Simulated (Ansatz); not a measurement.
LiGeN (P6_3mc), computed twice by G0W0.

```cif
data_structure
_symmetry_space_group_name_H-M 'P 1'
_symmetry_Int_Tables_number 1
_cell_length_a 3.0124
_cell_length_b 3.0124
_cell_length_c 9.4195
_cell_angle_alpha 90.000
_cell_angle_beta 90.000
_cell_angle_gamma 120.000
_cell_volume 74.03
loop_
_atom_site_label
_atom_site_type_symbol
_atom_site_fract_x
_atom_site_fract_y
_atom_site_fract_z
_atom_site_occupancy
Li1 Li 0.66667 0.33333 0.74339 1
Li2 Li 0.33333 0.66667 0.24339 1
Ge3 Ge 0.00000 0.00000 0.49802 1
Ge4 Ge 0.00000 0.00000 0.99802 1
N5 N 0.33333 0.66667 0.60322 1
N6 N 0.66667 0.33333 0.10322 1
```

The cell and positions are those that the Materials Project relaxed with its own functionals (PBE, PBE+U or r2SCAN), kept fixed.

The first (Ansatz 0.2.0; start PBE with 40 % screened exact exchange, 6×6×2 mesh, 308 empty bands, screening to 150 eV, PAW set soft_1 files; 1 × NVIDIA H100 80GB HBM3 (shared by 6 runs) with 2 threads of AMD EPYC 7R13 (Zen 3), shared host) gave, on its mesh: starting gap 2.65 eV, G0W0 gap 2.75 eV, RPA ε∞ (mean) 5.29, 64 s.

Q: The second changes start from PBE with 40 % screened exact exchange to PBE with 50 % screened exact exchange. What does it give?

It gave: starting gap 2.93 eV, G0W0 gap 2.90 eV, RPA ε∞ (mean) 4.91, 48 s. The G0W0 gap moves by +0.15 eV, +0.28 eV from the start and −0.14 eV from the correction.

Limits: not at the basis limit; no spin-orbit coupling.

[Paths, hosts, dates, memory and timing lines, banners, echoed tables and standing remarks are left out of the program output.]

[Logs are printed without paths, hosts, clocks, repeated set-up lines and the standing remarks that a program may print on its own settings, such as how far it seeks lower states.]

[Runs of the session that timed out or met a known fault of the program may be left out.]

[Cells called generated may have been cut or substituted from an entry of the Crystallography Open Database or the Materials Project.]

[Hosts, paths, dates, database ids (printed as entryN), source tags and the programs' standing remarks are cut or masked in the printed files.]
